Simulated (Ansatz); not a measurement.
Planning a run of Ansatz 0.2.0 on LiTaF6 (R-3). The input:

```yaml
crystal:
  lattice:
    - [5.1693363096, 2.9845177098, 9.0520027666]
    - [-5.1693363096, 2.9845177098, 9.0520027666]
    - [0.0, -2.9845177099, 4.5260013833]
  atoms:
    - { symbol: Li, position: [0.25, 0.25, 0.5] }
    - { symbol: Ta, position: [0.0, 0.0, 0.0] }
    - { symbol: F, position: [0.324835485, 0.122695325, 0.86097381] }
    - { symbol: F, position: [0.122695325, 0.430486905, 0.64967097] }
    - { symbol: F, position: [0.430486905, 0.324835485, 0.24539065] }
    - { symbol: F, position: [0.175164515, 0.377304675, 0.13902619] }
    - { symbol: F, position: [0.377304675, 0.069513095, 0.35032903] }
    - { symbol: F, position: [0.069513095, 0.175164515, 0.75460935] }
    - { symbol: Li, position: [0.25, 0.75, 0.5] }
    - { symbol: Ta, position: [0.0, 0.5, 0.0] }
    - { symbol: F, position: [0.324835485, 0.622695325, 0.86097381] }
    - { symbol: F, position: [0.122695325, 0.930486905, 0.64967097] }
    - { symbol: F, position: [0.430486905, 0.824835485, 0.24539065] }
    - { symbol: F, position: [0.175164515, 0.877304675, 0.13902619] }
    - { symbol: F, position: [0.377304675, 0.569513095, 0.35032903] }
    - { symbol: F, position: [0.069513095, 0.675164515, 0.75460935] }
    - { symbol: Li, position: [0.75, 0.25, 0.5] }
    - { symbol: Ta, position: [0.5, 0.0, 0.0] }
    - { symbol: F, position: [0.824835485, 0.122695325, 0.86097381] }
    - { symbol: F, position: [0.622695325, 0.430486905, 0.64967097] }
    - { symbol: F, position: [0.930486905, 0.324835485, 0.24539065] }
    - { symbol: F, position: [0.675164515, 0.377304675, 0.13902619] }
    - { symbol: F, position: [0.877304675, 0.069513095, 0.35032903] }
    - { symbol: F, position: [0.569513095, 0.175164515, 0.75460935] }
    - { symbol: Li, position: [0.75, 0.75, 0.5] }
    - { symbol: Ta, position: [0.5, 0.5, 0.0] }
    - { symbol: F, position: [0.824835485, 0.622695325, 0.86097381] }
    - { symbol: F, position: [0.622695325, 0.930486905, 0.64967097] }
    - { symbol: F, position: [0.930486905, 0.824835485, 0.24539065] }
    - { symbol: F, position: [0.675164515, 0.877304675, 0.13902619] }
    - { symbol: F, position: [0.877304675, 0.569513095, 0.35032903] }
    - { symbol: F, position: [0.569513095, 0.675164515, 0.75460935] }
kpoints:
  mp_grid: { grid: [1, 1, 2] }
hamiltonian:
  xc: r2scan
scf:
  occupations: { method: fixed }
gw:
  n_empty_bands: 440
  ecut_chi: 60.0
  qp_bands: [v1, c1]
  qp_kpoints: band_edges
  screening: { model: contour_deformation }
```

```sh
ansatz run input.yaml --threads 16 --pin off --max-ram 36864MiB --backend cpu --events-out ev --progress --plain --runs-dir out
```

Question: How long will it take on 16 threads of Arm Neoverse V2, shared host, and how much memory?

It took 24 s; on shared hardware allow 12 s to 48 s. Peak host memory was 3.4 GiB. The sizes that set the cost: 10627 plane waves a state, 2 irreducible k points, 556 bands summed, 455 plane waves in the screening and 7 SCF cycles.

The screening grows as filled bands × empty bands × pairs of k points, times the square of the screening basis for the matrix.

[Paths, hosts, dates, memory and timing lines, banners, echoed tables and standing remarks are left out of the program output.]

[Logs are printed without paths, hosts, clocks, repeated set-up lines and the standing remarks that a program may print on its own settings, such as how far it seeks lower states.]

[Runs of the session that timed out or met a known fault of the program may be left out.]

[Cells called generated may have been cut or substituted from an entry of the Crystallography Open Database or the Materials Project.]

[Hosts, paths, dates, database ids (printed as entryN), source tags and the programs' standing remarks are cut or masked in the printed files.]
